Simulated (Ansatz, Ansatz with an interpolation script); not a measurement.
Planning a run of Ansatz 0.2.0 on KRb2BiF6 (Fm-3m). The input:

```yaml
crystal:
  lattice:
    - [0.0, 4.6845, 4.6845]
    - [4.6845, 0.0, 4.6845]
    - [4.6845, 4.6845, 0.0]
  atoms:
    - { symbol: K, position: [0.5, 0.5, 0.5] }
    - { symbol: Rb, position: [0.25, 0.25, 0.25] }
    - { symbol: Rb, position: [0.75, 0.75, 0.75] }
    - { symbol: Bi, position: [0.0, 0.0, 0.0] }
    - { symbol: F, position: [0.765, 0.235, 0.235] }
    - { symbol: F, position: [0.235, 0.765, 0.235] }
    - { symbol: F, position: [0.235, 0.765, 0.765] }
    - { symbol: F, position: [0.765, 0.235, 0.765] }
    - { symbol: F, position: [0.235, 0.235, 0.765] }
    - { symbol: F, position: [0.765, 0.765, 0.235] }
kpoints:
  mp_grid: { grid: [2, 2, 2] }
hamiltonian:
  xc: lda
  pseudopotentials: { kind: paw, azcp: { folder: soft_1 }, xc_functional: pbe }
scf:
  occupations: { method: fixed }
gw:
  n_empty_bands: 773
  ecut_chi: 140.0
  qp_bands: [v18, c4]
  screening: { model: contour_deformation }
```

```sh
ansatz run input.yaml --threads 2 --pin off --max-ram 92160MiB --backend cuda --events-out ev --progress --plain --runs-dir out --devices 1 --max-vram 13GiB
```

Q: Estimate wall time and host memory on 1 × NVIDIA H100 80GB HBM3 (shared by 6 runs) with 2 threads of AMD EPYC 7R13 (Zen 3), shared host.

It took 21 s; on shared hardware allow 10 s to 42 s. Peak host memory was 1.6 GiB. The sizes that set the cost: 4015 plane waves a state, 3 irreducible k points, 815 bands summed, 749 plane waves in the screening and 9 SCF cycles.

The screening grows as filled bands × empty bands × pairs of k points, times the square of the screening basis for the matrix.

[Paths, hosts, dates, memory and timing lines, banners, echoed tables and standing remarks are left out of the program output.]

[Logs are printed without paths, hosts, clocks, repeated set-up lines and the standing remarks that a program may print on its own settings, such as how far it seeks lower states.]

[Runs of the session that timed out or met a known fault of the program may be left out.]

[Hosts, paths, dates, database ids (printed as entryN), source tags and the programs' standing remarks are cut or masked in the printed files.]
